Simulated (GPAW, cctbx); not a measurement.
# What do these deviations say about the bonding?

SrCuS2, Cmcm (no. 63), a = 4.2019 Å, b = 19.5486 Å, c = 4.6059 Å, α = 90.00°, β = 90.00°, γ = 90.00°.

| atom | mult. | x | y | z |
| --- | --- | --- | --- | --- |
| Sr1 | 4 | 0 | 0.6645 | 3/4 |
| Cu1 | 4 | 0 | 0.9334 | 3/4 |
| S1 | 4 | 0 | 0.8182 | 3/4 |
| S2 | 4 | 1/2 | 0.5489 | 3/4 |

The cell comes from substitution in a known structure type and wasn't matched to any measured phase.

Absolute values of the static structure factors of the conventional cell from DFT (PBE, GPAW) against free spherical atoms, in electrons:

```
hkl  d (Å)  free atoms  crystal
020  9.774       15.99    15.78
040  4.887       75.47    75.53
021  4.167       29.98    30.28
110  4.108      101.48   102.14
130  3.531      143.58   143.03
041  3.352      111.14   108.98
060  3.258       75.04    76.27
111  3.066      178.51   179.04
150  2.862       61.96    61.43
131  2.803       46.47    45.61
```

**Question.** Which way does charge move, and which reflections show it best?

Project each element's phase sum on the total phase. At low angle |F| should rise if density moves to atoms that scatter in phase and fall if it moves to atoms that scatter against it.

| hkl | Sr in phase | Cu in phase | S in phase | change (e) | (%) |
| --- | --- | --- | --- | --- | --- |
| 020 | -1.9 | +2.7 | +0.7 | -0.21 | -1.3 |
| 040 | +2.2 | +0.4 | -0.8 | +0.06 | +0.1 |
| 021 | +3.5 | -3.0 | -0.7 | +0.30 | +1.0 |
| 110 | -2.0 | +3.7 | +5.5 | +0.66 | +0.7 |
| 130 | +4.0 | +1.2 | -1.4 | -0.54 | -0.4 |
| 041 | +3.4 | +4.0 | -7.7 | -2.16 | -1.9 |
| 060 | +4.0 | -3.2 | +2.3 | +1.23 | +1.6 |
| 111 | +3.4 | +1.6 | +2.4 | +0.53 | +0.3 |

Low-angle reflections that set elements apart and change by more than 0.05 e: 020, 040, 021, 110, 130, 041 and 060. The real-space density gives Voronoi charges Sr +0.26, Cu +0.27, S -0.26 e. The signs that these charges predict hold for 020, 110, 130, 041 and 060 and fail for 040 and 021, so the simple rule can't give the direction here. The reflections see the density near the nuclei and the atoms' change of size and shape; Voronoi cells count what crosses the midplanes.

[Outputs are excerpts: Python notices, other lines and further rows are left out; steps that failed or that the build refused (PBEsol, TPSS) are not shown.]

[Logs are printed without paths, hosts, clocks, repeated set-up lines and the standing remarks that a program may print on its own settings, such as how far it seeks lower states.]
